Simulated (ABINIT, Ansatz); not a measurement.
# Converging GW for Na2LiIrF6 (Fm-3m) in ABINIT, part 2 of 2

Aim: raise bands and screening cutoff together for Na2LiIrF6 (Fm-3m) and follow gap and time.

ABINIT 10.8.3; LDA and many-body steps on it, plane waves. Known limits of the many-body steps: not at the basis limit; no spin polarisation; d states lean on the start; no spin-orbit coupling; coarse k mesh.

So far. Step 3 (Screening, 2×2×2 mesh, 66 bands, screening to 62.6 eV): Local fields lower ε∞ by 10 %. On a Γ-centred mesh this coarse the value itself is usually too large, while a short band sum pulls it down. Step 4 (66 bands, 62.6 eV): The gap on the mesh goes from 2.04 eV to 5.37 eV, a correction of +3.34 eV.

### 6. 125 bands, 114.3 eV

This step: G0W0 on LDA, plane waves, norm-conserving pseudopotentials.

The input, run.abi:

```
acell 3*1.0 Angstrom
rprim 
  0.000000000000 4.004814000000 4.004814000000
  4.004814000000 0.000000000000 4.004814000000
  4.004814000000 4.004814000000 -0.000000000000
ntypat 4
znucl 11 3 77 9
natom 10
typat 1 1 2 3 4 4 4 4 4 4
xred 
  0.750000000000 0.750000000000 0.750000000000
  0.250000000000 0.250000000000 0.250000000000
  0.500000000000 0.500000000000 0.500000000000
  0.000000000000 0.000000000000 0.000000000000
  0.747678000000 0.252322000000 0.252322000000
  0.252322000000 0.252322000000 0.747678000000
  0.252322000000 0.747678000000 0.747678000000
  0.252322000000 0.747678000000 0.252322000000
  0.747678000000 0.252322000000 0.747678000000
  0.747678000000 0.747678000000 0.252322000000
pp_dirpath "pseudos"
pseudos "Na.upf, Li.upf, Ir.upf, F.upf"
ecut 38
ngkpt 2 2 2
nshiftk 1
shiftk 0 0 0
kptopt 1
chksymbreak 0
istwfk *1
occopt 1
irdwfk 1
optdriver 4
nband 125
gwcalctyp 0
ecutsigx 38
symsigma 1
nkptgw 2
kptgw 
  0.5000000000 0.5000000000 0.0000000000
  0.0000000000 0.0000000000 0.0000000000
bdgw 
  39 42
  38 43
ecuteps 4.2
irdscr 1
ppmodel 1
indata_prefix "in"
outdata_prefix "out"
tmpdata_prefix "tmp"
```

Run with:

```
$ OMP_NUM_THREADS=1 mpirun -n 4 abinit run.abi > log
```

Numbers of over 12 decimals in the logs are rounded to 6 here.

Log:

```text
.Version 10.8.3 of ABINIT. v10.8.2 released Aug 2026.

 Symmetries : space group Fm -3 m (#225); Bravais cF (face-center cubic)
[... echo of the input left out ...]
== DATASET  1 ==================================================================
-   mpi_nproc: 4, omp_nthreads: 1 (-1 if OMP is not activated)

--- !DatasetInfo
iteration_state: {dtset: 1, }
dimensions: {natom: 10, nkpt: 3, mband: 125, nsppol: 1, nspinor: 1, nspden: 1, mpw: 9756, }
cutoff_energies: {ecut:  38.0, pawecutdg:  -1.0, }
electrons: {nelect:   8.00000000E+01, charge:   0.00000000E+00, occopt:   1.00000000E+00, tsmear:   1.00000000E-02, }

 SIGMA: Calculation of the GW corrections

 Based on a program developped by R.W. Godby, V. Olevano, G. Onida, and L. Reining.
 Incorporated in ABINIT by V. Olevano, G.-M. Rignanese, and M. Torrent.
.Using double precision arithmetic ; gwpc =  8

[... cell and pseudopotentials left out ...]
--------------------------------------------------------------------------------

 ==== K-mesh for the wavefunctions ====
 Number of points in the irreducible wedge :     3
[... list of points left out ...]
 Together with 48 symmetry operations and time-reversal symmetry
 yields     8 points in the full Brillouin Zone.

 ==== Q-mesh for screening function ====
 Number of points in the irreducible wedge :     3
[... list of points left out ...]
 Together with 48 symmetry operations and time-reversal symmetry
 yields     8 points in the full Brillouin Zone.

 vcoul_init : cutoff-mode = AUXILIARY_FUNCTION
 q-points for optical limit:   1
     1)      0.000010    0.000020    0.000030
 setmesh: FFT mesh size selected  =    60x   60x   60
          total number of points  =       216000

 Number of electrons calculated from density =   80.0000; Expected =   80.0000
[...]
number of omega for Sigma on real axis              0
 max omega for Sigma on real axis  [eV]           0.00
 zcut for avoiding poles [eV]                     0.10

 EPSILON^-1 parameters (SCR file):
 dimension of the eps^-1 matrix on file            339
 dimension of the eps^-1 matrix used               339
 number of plane-waves for wavefunctions          9721
 number of bands                                   125
 number of q-points in IBZ                           3
 number of frequencies                               2
 number of real frequencies                          1
 number of imag frequencies                          1

 matrix elements of self-energy operator (all in [eV])

 Perturbative Calculation

--- !SelfEnergy_ee
iteration_state: {dtset: 1, }
kpoint     : [   0.500,    0.500,    0.000, ]
spin       : 1
KS_gap     :    2.036
QP_gap     :    5.901
Delta_QP_KS:    3.865
data: !SigmaeeData |
     Band     E0 <VxcDFT>   SigX SigC(E0)      Z dSigC/dE  Sig(E)    E-E0       E
       39   2.526 -21.681 -26.646   4.206   0.828  -0.208 -22.310  -0.629   1.897
       40   2.526 -21.681 -26.646   4.206   0.828  -0.208 -22.310  -0.629   1.897
       41   4.562 -21.153 -14.730  -2.570   0.840  -0.191 -17.917   3.236   7.798
[...]
--- !SelfEnergy_ee
iteration_state: {dtset: 1, }
kpoint     : [   0.000,    0.000,    0.000, ]
spin       : 1
KS_gap     :    2.472
QP_gap     :    5.173
Delta_QP_KS:    2.701
data: !SigmaeeData |
     Band     E0 <VxcDFT>   SigX SigC(E0)      Z dSigC/dE  Sig(E)    E-E0       E
[...]
42   5.147 -22.688 -16.286  -2.382   0.831  -0.203 -19.348   3.340   8.487
       43   5.147 -22.688 -16.286  -2.382   0.831  -0.203 -19.348   3.340   8.487

== END DATASET(S) ==============================================================
================================================================================

 -outvars: echo values of variables after computation  --------
           etotal      0.0000000000E+00
            nband         125
             nkpt           3
          spgroup         225
 [... the other variables as echoed above ...]

 Calculation completed.
```

Run time: 21 s. Hardware: 4 MPI ranks of Arm Neoverse N1, shared host; peak memory 1.2 GiB; 83 s of CPU time.

This step gave:

```
G0W0 gap on the points computed              : 4.860 eV
starting gap on the mesh                     : 2.036 eV
k of the valence top                         : 0.5, 0.5, 0
k of the conduction bottom                   : 0, 0, 0
Z at the valence top                         : 0.828
Z at the conduction bottom                   : 0.889
least direct G0W0 gap on the computed points : 5.173 eV
```

Against G0W0 in ABINIT (2×2×2 mesh, 66 bands, screening to 62.6 eV, Godby-Needs plasmon pole), the gap moves by −0.512 eV.

### 7. Screening, 2×2×2 mesh, 248 bands, screening to 176.9 eV

This step: RPA screening on LDA, plane waves, norm-conserving pseudopotentials.

run.abi, as its differences from that of step 6:

```diff
@@ -31,17 +31,8 @@
 irdwfk 1
-optdriver 4
-nband 125
-gwcalctyp 0
-ecutsigx 38
-symsigma 1
-nkptgw 2
-kptgw 
-  0.5000000000 0.5000000000 0.0000000000
-  0.0000000000 0.0000000000 0.0000000000
-bdgw 
-  39 42
-  38 43
-ecuteps 4.2
-irdscr 1
-ppmodel 1
+optdriver 3
+nband 248
+ecuteps 6.5
+inclvkb 2
+awtr 1
+symchi 1
 indata_prefix "in"
```

Log:

```text
.Version 10.8.3 of ABINIT. v10.8.2 released Aug 2026.

 Symmetries : space group Fm -3 m (#225); Bravais cF (face-center cubic)
[... echo of the input left out ...]
== DATASET  1 ==================================================================
-   mpi_nproc: 4, omp_nthreads: 1 (-1 if OMP is not activated)

--- !DatasetInfo
iteration_state: {dtset: 1, }
dimensions: {natom: 10, nkpt: 3, mband: 248, nsppol: 1, nspinor: 1, nspden: 1, mpw: 9756, }
cutoff_energies: {ecut:  38.0, pawecutdg:  -1.0, }
[...]
--------------------------------------------------------------------------------
[... chi0 elements left out ...]
 For q-point:  0.000010 0.000020 0.000030
  dielectric constant =   2.2754
  dielectric constant without local fields =   2.6486

  Average fulfillment of the sum rule on Im[epsilon] for q-point    1 :     57.59  [%]
[... wings left out ...]
  q-point number  2        q = ( 0.500000, 0.000000, 0.000000) [r.l.u.]
--------------------------------------------------------------------------------
[... chi0 elements left out ...]
  Average fulfillment of the sum rule on Im[epsilon] for q-point    2 :     62.49  [%]

 [... 1 further q-points ...]
```

Elapsed: 4.5 min, on 4 MPI ranks; peak memory 2.9 GiB.

Numbers from this step:

```
ε∞ with local fields, on this mesh, along the program's q direction : 2.275
the same without local fields                                       : 2.649
plasma frequency                                                    : 29.30 eV
plane waves in the screening matrix                                 : 701
```

### 8. 248 bands, 176.9 eV

This step: G0W0 on LDA, plane waves, norm-conserving pseudopotentials.

run.abi, as its differences from that of step 7:

```diff
@@ -31,8 +31,17 @@
 irdwfk 1
-optdriver 3
+optdriver 4
 nband 248
+gwcalctyp 0
+ecutsigx 38
+symsigma 1
+nkptgw 2
+kptgw 
+  0.5000000000 0.5000000000 0.0000000000
+  0.0000000000 0.0000000000 0.0000000000
+bdgw 
+  39 42
+  38 43
 ecuteps 6.5
-inclvkb 2
-awtr 1
-symchi 1
+irdscr 1
+ppmodel 1
 indata_prefix "in"
```

Log:

```text
.Version 10.8.3 of ABINIT. v10.8.2 released Aug 2026.

 Symmetries : space group Fm -3 m (#225); Bravais cF (face-center cubic)
[... echo of the input left out ...]
== DATASET  1 ==================================================================
-   mpi_nproc: 4, omp_nthreads: 1 (-1 if OMP is not activated)

--- !DatasetInfo
iteration_state: {dtset: 1, }
dimensions: {natom: 10, nkpt: 3, mband: 248, nsppol: 1, nspinor: 1, nspden: 1, mpw: 9756, }
cutoff_energies: {ecut:  38.0, pawecutdg:  -1.0, }
[...]
Band     E0 <VxcDFT>   SigX SigC(E0)      Z dSigC/dE  Sig(E)    E-E0       E
[...]
42   5.147 -22.688 -16.286  -2.768   0.828  -0.207 -19.678   3.010   8.157
       43   5.147 -22.688 -16.286  -2.768   0.828  -0.207 -19.678   3.010   8.157

== END DATASET(S) ==============================================================
================================================================================

 -outvars: echo values of variables after computation  --------
           etotal      0.0000000000E+00
            nband         248
             nkpt           3
          spgroup         225
 [... the other variables as echoed above ...]

 Calculation completed.
```

The job ended after 99 s (4 MPI ranks; peak memory 2.2 GiB; 6.6 min of CPU time).

This step gave:

```yaml
g0w0_gap_on_the_points_computed: 5.01 eV
starting_gap_on_the_mesh: 2.036 eV
k_of_the_valence_top: 0.5, 0.5, 0
k_of_the_conduction_bottom: 0, 0, 0
least_direct_g0w0_gap_on_the_computed_points: 5.352 eV
```

Against G0W0 in ABINIT (2×2×2 mesh, 125 bands, screening to 114.3 eV, Godby-Needs plasmon pole), the gap moves by +0.150 eV.

### 9. Side by side

Times are wall times on 4 MPI ranks of Arm Neoverse N1, shared host, good to a factor of about two. A run's time includes the screening step that it read.

```
                run   mesh  bands  screening cutoff (eV)  DFT gap (eV)  gap on the mesh (eV)  direct (eV)  ε∞ used     time
  66 bands, 62.6 eV  2×2×2     66                   62.6         2.036                 5.372        5.613     2.13     38 s
125 bands, 114.3 eV  2×2×2    125                  114.3         2.036                 4.860        5.173     2.26     97 s
248 bands, 176.9 eV  2×2×2    248                  176.9         2.036                 5.010        5.352     2.28  6.1 min
```

### 10. What came out

* 66 bands, 62.6 eV: 5.372 eV
* 125 bands, 114.3 eV: 4.860 eV
* 248 bands, 176.9 eV: 5.010 eV
* known limits: not at the basis limit; no spin polarisation; d states lean on the start; no spin-orbit coupling; coarse k mesh

What this shows: From the first rung to the last the gap moves by −0.36 eV for 9.6 times the time. The gap turns back along the series, so no limit is drawn from it. In the G0W0 runs levels were corrected at 2 k points alone, so a gap called «on the mesh» is the least over those, and an edge elsewhere would be missed. The 2×2×2 mesh is coarse for this cell, which bears on the long-range parts of exchange and screening. The runs have no spin polarisation. For a closed low-spin shell that is the natural state; where a d or f shell is open it is a constraint, and the gap is then not the crystal's own. With d states at the gap, one-shot GW leans hard on its start. The many-body steps are scalar-relativistic: spin-orbit coupling is not in them.

[Paths, hosts, dates, memory and timing lines, banners, echoed tables and standing remarks are left out of the program output.]

[Logs are printed without paths, hosts, clocks, repeated set-up lines and the standing remarks that a program may print on its own settings, such as how far it seeks lower states.]

[Runs of the session that timed out or met a known fault of the program may be left out.]

[Hosts, paths, dates, database ids (printed as entryN), source tags and the programs' standing remarks are cut or masked in the printed files.]

[G0W0 gaps are taken among the corrected bands and points alone; a level outside them can change the order at an edge.]

[Where Ansatz stands beside ABINIT at settings called matched, ABINIT's density can come from a denser mesh and the files from another edition; pairs whose starting gaps differed by over 0.03 eV were left out, so agreement reads better than it is.]
